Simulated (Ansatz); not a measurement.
# How many bands does the GW gap of GaAs (F-43m) need?

Wanted: a G0W0 gap for GaAs (F-43m) that is converged in bands and cutoff, or an estimate of the limit.

Method: G0W0 on PBE, plane waves, PAW, in Ansatz 0.2.0.

Report form: the programs' logs are mostly left out.

## (1) The structure

The structure is cubic, space group F-43m (No. 216). Conventional cell: a = 5.654 Å, b = 5.654 Å, c = 5.654 Å, α = 90.00°, β = 90.00°, γ = 90.00°. Nearest to Ga lie 4 As at 2.45 Å. Nearest to As lie 4 Ga at 2.45 Å. Farther neighbours are not listed.

Coordinates:

```cif
data_structure
_symmetry_space_group_name_H-M 'P 1'
_symmetry_Int_Tables_number 1
_cell_length_a 3.9978
_cell_length_b 3.9978
_cell_length_c 3.9978
_cell_angle_alpha 60.000
_cell_angle_beta 60.000
_cell_angle_gamma 60.000
_cell_volume 45.18
loop_
_atom_site_label
_atom_site_type_symbol
_atom_site_fract_x
_atom_site_fract_y
_atom_site_fract_z
_atom_site_occupancy
Ga1 Ga 0.00000 0.00000 0.00000 1
As2 As 0.25000 0.25000 0.25000 1
```

The cell and positions come from the Crystallography Open Database and are kept as given unless a step says otherwise.

## (2) 188 empty bands, screening to 150 eV

G0W0 replaces the xc potential by the self-energy, built once from these orbitals. Only a window of levels is corrected, while the sums run over the empty bands that the input names. This step takes hard PAW files.

Contents of input.yaml:

```yaml
crystal:
  lattice:
    - [0.0, 2.82685, 2.82685]
    - [2.82685, 0.0, 2.82685]
    - [2.82685, 2.82685, 0.0]
  atoms:
    - { symbol: Ga, position: [0.0, 0.0, 0.0] }
    - { symbol: As, position: [0.25, 0.25, 0.25] }
kpoints:
  mp_grid: { grid: [8, 8, 8] }
hamiltonian:
  xc: pbe
  pseudopotentials: { kind: paw, source: ansatz }
scf:
  occupations: { method: fixed }
gw:
  n_empty_bands: 188
  ecut_chi: 150
  qp_bands: [v2, c2]
  qp_kpoints: band_edges
  screening: { model: contour_deformation }
```

The run is started by

```
$ ansatz run input.yaml --threads 3 --pin off --max-ram 92160MiB --backend cuda --events-out ev --progress --plain --runs-dir out --devices 1 --max-vram 13GiB
```

The job ended after 76 s (1 × NVIDIA H100 80GB HBM3 (shared by 6 runs) with 3 threads of AMD EPYC 7R13 (Zen 3), shared host; peak memory 1.7 GiB).

Numbers from this step:

* bands summed: 206
* RPA ε∞ on this mesh (eigenvalues): 27.89, 27.89, 27.89
* plane waves in the screening matrix: 169
* q-points in the mesh: 512
* G0W0 gap on the mesh: 1.232 eV
* k of the valence top: 0, 0, 0
* k of the conduction bottom: 0, 0, 0
* starting gap on the mesh: 0.5203 eV
* Z at the valence top: 0.7524
* Z at the conduction bottom: 0.7653
* least direct G0W0 gap on the computed points: 1.232 eV

The gap on the mesh goes from 0.52 eV to 1.23 eV, a correction of +0.71 eV. The program marks an edge row as in doubt. Between the two edge states, bare exchange in place of the xc potential would open the gap by 5.24 eV, and correlation takes back 4.53 eV.

## (3) 405 empty bands, screening to 250 eV

Bands and screening cutoff are moved together, since each hides the error of the other.

Edit input.yaml of step 2 so:

```diff
@@ -16,4 +16,4 @@
 gw:
-  n_empty_bands: 188
-  ecut_chi: 150
+  n_empty_bands: 405
+  ecut_chi: 250
   qp_bands: [v2, c2]
```

Wall time 3 min (1 × NVIDIA H100 80GB HBM3 (shared by 6 runs) with 3 threads); peak memory 2.9 GiB; 4.5 min of CPU time.

This step gave:

| Item | Value |
| --- | --- |
| bands summed | 423 |
| RPA ε∞ on this mesh (eigenvalues) | 27.90, 27.90, 27.90 |
| plane waves in the screening matrix | 411 |
| q-points in the mesh | 512 |
| G0W0 gap on the mesh | 1.224 eV |
| k of the valence top | 0, 0, 0 |
| k of the conduction bottom | 0, 0, 0 |
| starting gap on the mesh | 0.5203 eV |
| Z at the valence top | 0.7524 |
| Z at the conduction bottom | 0.7654 |
| least direct G0W0 gap on the computed points | 1.224 eV |

Against the run with 8×8×8 mesh, 188 empty bands, screening to 150 eV, hard PAW files, the gap moves by −0.008 eV.

## (4) 759 empty bands, screening to 380 eV

Edit input.yaml of step 3 so:

```diff
@@ -16,4 +16,4 @@
 gw:
-  n_empty_bands: 405
-  ecut_chi: 250
+  n_empty_bands: 759
+  ecut_chi: 380
   qp_bands: [v2, c2]
```

It took 8.8 min on 1 × NVIDIA H100 80GB HBM3 (shared by 6 runs) with 3 threads; peak memory 6.1 GiB.

This step gave:

| Item | Value |
| --- | --- |
| bands summed | 777 |
| RPA ε∞ on this mesh (eigenvalues) | 27.90, 27.90, 27.90 |
| plane waves in the screening matrix | 749 |
| G0W0 gap on the mesh | 1.220 eV |
| k of the valence top | 0, 0, 0 |
| k of the conduction bottom | 0, 0, 0 |
| starting gap on the mesh | 0.5203 eV |
| least direct G0W0 gap on the computed points | 1.220 eV |

Against the run with 8×8×8 mesh, 405 empty bands, screening to 250 eV, hard PAW files, the gap moves by −0.003 eV.

## (5) Changing the k mesh: 10×10×10 mesh, 188 empty bands, screening to 150 eV, hard PAW files

A second mesh at equal bands and cutoff isolates the sampling error. Bands and cutoff differ from the step before, so it is read against an earlier run that matches them.

Edit input.yaml of step 4 so:

```diff
@@ -9,3 +9,3 @@
 kpoints:
-  mp_grid: { grid: [8, 8, 8] }
+  mp_grid: { grid: [10, 10, 10] }
 hamiltonian:
@@ -16,4 +16,4 @@
 gw:
-  n_empty_bands: 759
-  ecut_chi: 380
+  n_empty_bands: 188
+  ecut_chi: 150
   qp_bands: [v2, c2]
```

The job ended after 5.5 min (1 × NVIDIA H100 80GB HBM3 (shared by 6 runs) with 3 threads; peak memory 2.3 GiB).

This step gave:

- bands summed: 206
- RPA ε∞ on this mesh (eigenvalues): 20.15, 20.15, 20.15
- plane waves in the screening matrix: 169
- G0W0 gap on the mesh: 1.333 eV
- k of the valence top: 0, 0, 0
- k of the conduction bottom: 0, 0, 0
- starting gap on the mesh: 0.5208 eV
- least direct G0W0 gap on the computed points: 1.333 eV

Against the run with 8×8×8 mesh, 188 empty bands, screening to 150 eV, hard PAW files, the gap moves by +0.10 eV.

## (6) Convergence and cost

Times are wall times on 1 × NVIDIA H100 80GB HBM3 (shared by 6 runs) with 3 threads of AMD EPYC 7R13 (Zen 3), shared host, good to a factor of about two.

```
    mesh     files            frequency  bands summed  cutoff (eV)  start (eV)  G0W0 (eV)     time  host memory (GiB)
   8×8×8  hard PAW  contour deformation           206          150       0.520      1.232     76 s                1.7
   8×8×8  hard PAW  contour deformation           423          250       0.520      1.224    3 min                2.9
   8×8×8  hard PAW  contour deformation           777          380       0.520      1.220  8.8 min                6.1
10×10×10  hard PAW  contour deformation           206          150       0.521      1.333  5.5 min                2.3
```

How the two edges are built up, in eV (the quasiparticle level is the starting level plus Σx plus Σc less Vxc):

```
      run               edge  start      Σx     Σc     Vxc     Z    QP
206 bands        valence top   8.85  -16.75   0.93  -15.32  0.75  8.35
206 bands  conduction bottom   9.37  -12.21  -3.59  -16.02  0.77  9.58
423 bands        valence top   8.85  -16.75   0.77  -15.32  0.75  8.19
423 bands  conduction bottom   9.37  -12.21  -3.76  -16.02  0.77  9.41
777 bands        valence top   8.85  -16.75   0.71  -15.32  0.75  8.12
777 bands  conduction bottom   9.37  -12.21  -3.83  -16.02  0.77  9.34
```

## (7) Results

- 206 bands, 150 eV: 1.232 eV
- 423 bands, 250 eV: 1.224 eV
- 777 bands, 380 eV: 1.220 eV
- estimated limit in bands and cutoff: 1.22 eV
- mesh and start: 8×8×8, PBE

What this shows: A line in one over the bands through the two highest rungs gives 1.22 eV, −0.004 eV from the top rung; the pair below gives 1.22 eV, in fair agreement. The rungs stand 0.02 eV (206 bands), 0.01 eV (423 bands) and 0.00 eV (777 bands) from it. From 206 to 777 bands the gap moves by −0.01 eV while the time grows 7.0-fold. Σc changes by −0.23 eV at the valence top and −0.24 eV at the conduction bottom, so the levels themselves move more than the gap between them. On the 10×10×10 mesh in place of 8×8×8 the gap differs by +0.10 eV, of which +0.001 eV is already in the start. The cheapest rung within 0.1 eV of this estimate is that with 206 bands (76 s). Gaps are over the mesh's points; an edge off the mesh would be missed. The 8×8×8 mesh is coarse for this cell (its supercell is 32 Å along the shortest edge). The RPA ε∞ on it, from the PBE start, is 27.90; such meshes misread the long-range screening, most where the gap is narrow. The RPA ε∞ on this mesh reaches over 25; with a narrow direct gap a coarse mesh can overstate it, and the correction is then too small. The many-body steps are scalar-relativistic: spin-orbit coupling is not in them.

[Paths, hosts, dates, memory and timing lines, banners, echoed tables and standing remarks are left out of the program output.]

[Logs are printed without paths, hosts, clocks, repeated set-up lines and the standing remarks that a program may print on its own settings, such as how far it seeks lower states.]

[Runs of the session that timed out or met a known fault of the program may be left out.]

[Cells called generated may have been cut or substituted from an entry of the Crystallography Open Database or the Materials Project.]

[Hosts, paths, dates, database ids (printed as entryN), source tags and the programs' standing remarks are cut or masked in the printed files.]
